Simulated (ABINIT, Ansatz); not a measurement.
# A GW run on YHSe (P-6m2) in ABINIT, with inputs changed, part 2 of 2

What do changed inputs do to GW on YHSe (P-6m2)?

ABINIT 10.8.3; LDA and many-body steps on it, plane waves. Known limits of the many-body steps: not at the basis limit; exchange with frozen shells missing; no spin-orbit coupling; coarse k mesh.

So far. Step 2 (Screening, 3×3×4 mesh, 47 bands, screening to 114.3 eV): Local fields lower ε∞ by 9 %. On a Γ-centred mesh this coarse the value itself is usually too large, while a short band sum pulls it down. Step 3 (Base): The gap on the mesh goes from 1.36 eV to 2.58 eV, a correction of +1.22 eV.

### Step 5. More bands than the file holds

Level of this step: G0W0 on LDA, plane waves, norm-conserving pseudopotentials (ABINIT).

The input, run.abi:

```
acell 3*1.0 Angstrom
rprim 
  3.840931335803 -0.000000000001 0.000000000000
  -1.920465667901 3.326344110998 0.000000000000
  0.000000000000 0.000000000000 3.915549560000
ntypat 3
znucl 39 1 34
natom 3
typat 1 2 3
xred 
  0.000000000000 0.000000000000 0.000000000000
  0.333333333333 0.666666666667 0.000000000000
  0.666666666667 0.333333333333 0.500000000000
pp_dirpath "pseudos"
pseudos "Y.upf, H.upf, Se.upf"
ecut 39
ngkpt 3 3 4
nshiftk 1
shiftk 0 0 0
kptopt 1
chksymbreak 0
istwfk *1
occopt 1
irdwfk 1
optdriver 4
nband 285
gwcalctyp 0
ecutsigx 39
symsigma 1
nkptgw 2
kptgw 
  0.0000000000 0.0000000000 0.5000000000
  0.0000000000 0.0000000000 0.0000000000
bdgw 
  12 16
  13 17
ecuteps 4.2
irdscr 1
ppmodel 1
indata_prefix "in"
outdata_prefix "out"
tmpdata_prefix "tmp"
```

The run is started by

```console
> OMP_NUM_THREADS=1 mpirun -n 4 abinit run.abi > log
```

The log of the run:

```text
.Version 10.8.3 of ABINIT. v10.8.2 released Aug 2026.

 Symmetries : space group P-6 m 2 (#187); Bravais hP (primitive hexag.)
================================================================================
 Values of the parameters that define the memory need of the present run
     intxc =       0    ionmov =       0      iscf =       7    lmnmax =       6
     lnmax =       6     mgfft =      45  mpssoang =       3    mqgrid =    3001
     natom =       3  nloc_mem =       1    nspden =       1   nspinor =       1
    nsppol =       1      nsym =      12    n1xccc =    2501    ntypat =       3
    occopt =       1   xclevel =       1
-    mband =         285        mffmem =           1         mkmem =           3
       mpw =        3939          nfft =       91125          nkpt =           9
================================================================================
  Rough estimation (10% accuracy) of disk space for files :
================================================================================

--------------------------------------------------------------------------------
------------- Echo of variables that govern the present computation ------------
--------------------------------------------------------------------------------
 -outvars: echo values of preprocessed input variables --------
            acell      1.8897261259E+00  1.8897261259E+00  1.8897261259E+00 Bohr

             bdgw          12      16      13      17
      chksymbreak           0
             ecut      3.90000000E+01 Hartree
          ecuteps      4.20000000E+00 Hartree
         ecutsigx      3.90000000E+01 Hartree
          ecutwfn      3.90000000E+01 Hartree
-          fftalg         312
           irdscr           1
           irdwfk           1

[...]
R(1)=  7.2583083  0.0000000  0.0000000  G(1)=  0.1377732  0.0795434  0.0000000
 R(2)= -3.6291541  6.2858794  0.0000000  G(2)=  0.0000000  0.1590867  0.0000000
 R(3)=  0.0000000  0.0000000  7.3993163  G(3)=  0.0000000  0.0000000  0.1351476
 Unit cell volume ucvol=  3.3759270E+02 bohr^3
 Angles (23,13,12)=  9.00000000E+01  9.00000000E+01  1.20000000E+02 degrees

--- Pseudopotential description ------------------------------------------------
- Y Generated using ONCVPSP code by D. R. Hamann
- 39.00000  11.00000  180309                  znucl, zion, pspdat
12 -1012 2 -1 1724                            pspcod,pspxc,lmax,lloc,mmax
     nproj     2     2     2
  pspatm : epsatm=   18.49213021
         --- l  ekb(1:nproj) -->
[...]
pspatm: atomic psp has been read  and splines computed

- H Generated using ONCVPSP code by D. R. Hamann
-  1.00000   1.00000  180309                  znucl, zion, pspdat
12 -1012 1 -1 1180                            pspcod,pspxc,lmax,lloc,mmax
     nproj     2     1     0
  pspatm : epsatm=    0.35439867
         --- l  ekb(1:nproj) -->
[...]
1   -0.275071
 pspatm: atomic psp has been read  and splines computed

- Se Generated using ONCVPSP code by D. R. Hamann
- 34.00000  16.00000  180309                  znucl, zion, pspdat
12 -1012 2 -1 1198                            pspcod,pspxc,lmax,lloc,mmax
     nproj     2     2     2
  pspatm : epsatm=   28.37707470
         --- l  ekb(1:nproj) -->
[...]
1    6.949173    1.327817
             2   -9.354314   -4.214768
 pspatm: atomic psp has been read  and splines computed

   1.32226090E+03                                ecore*ucvol(ha*bohr**3)
--------------------------------------------------------------------------------

--- !ERROR
message: |
    Number of bands stored WFK file is less than required.
    WFK mband: 103, self-energy nband: 285

--- !ERROR
message: |
    Number of bands stored WFK file is less than required.
    WFK mband: 103, self-energy nband: 285

--- from the log ---
Number of bands stored WFK file is less than required.
    WFK mband: 103, self-energy nband: 285
```

Wall time 3.2 s (4 MPI ranks of Arm Neoverse V1, shared host); peak memory 0.19 GiB; 8.9 s of CPU time.

The run stopped with an error after 3.2 s.

The program's words: Number of bands stored WFK file is less than required. WFK mband: 103, self-energy nband: 285

The fault put into this input: more bands than the file holds.

### Step 6. The runs together

Times are wall times on 4 MPI ranks of Arm Neoverse V1, shared host, good to a factor of about two. A run's time includes the screening step that it read.

```
            run   mesh  bands  screening cutoff (eV)  DFT gap (eV)  gap on the mesh (eV)  direct (eV)  ε∞ used  time
           base  3×3×4     47                  114.3         1.365                 2.581        3.274    11.44  16 s
exchange cutoff  3×3×4     47                  114.3         1.365                 2.591        3.213    11.44  16 s
```

### Step 7. Summary of results

```
base            : 2.581 eV
exchange cutoff : 2.591 eV
known limits    : not at the basis limit; exchange with frozen shells missing; no spin-orbit coupling; coarse k mesh
```

In words: Exchange cutoff: +0.010 eV against base (keys changed: ecutsigx). Bands and cutoff are finite, so the gap is not at the basis limit. The miss can reach some tenths of an eV and take either sign; the mesh is an error of its own. In the first G0W0 run levels were corrected at 2 k points alone, so a gap called «on the mesh» is the least over those, and an edge elsewhere would be missed. The 3×3×4 mesh is coarse for this cell, which bears on the long-range parts of exchange and screening. The norm-conserving file of at least one element keeps a d shell over frozen s and p shells of the same row. Exchange with those shells is missing from the self-energy, an error of 0.3 to 0.9 eV in cases checked, whose sign depends on which edge lies on those atoms. The many-body steps are scalar-relativistic: spin-orbit coupling is not in them.

[Paths, hosts, dates, memory and timing lines, banners, echoed tables and standing remarks are left out of the program output.]

[Logs are printed without paths, hosts, clocks, repeated set-up lines and the standing remarks that a program may print on its own settings, such as how far it seeks lower states.]

[Runs of the session that timed out or met a known fault of the program may be left out.]

[No measured gap is set beside runs whose start may be inverted or whose files or cutoffs have a known fault.]

[Hosts, paths, dates, database ids (printed as entryN), source tags and the programs' standing remarks are cut or masked in the printed files.]

[G0W0 gaps are taken among the corrected bands and points alone; a level outside them can change the order at an edge.]

[Where Ansatz stands beside ABINIT at settings called matched, ABINIT's density can come from a denser mesh and the files from another edition; pairs whose starting gaps differed by over 0.03 eV were left out, so agreement reads better than it is.]
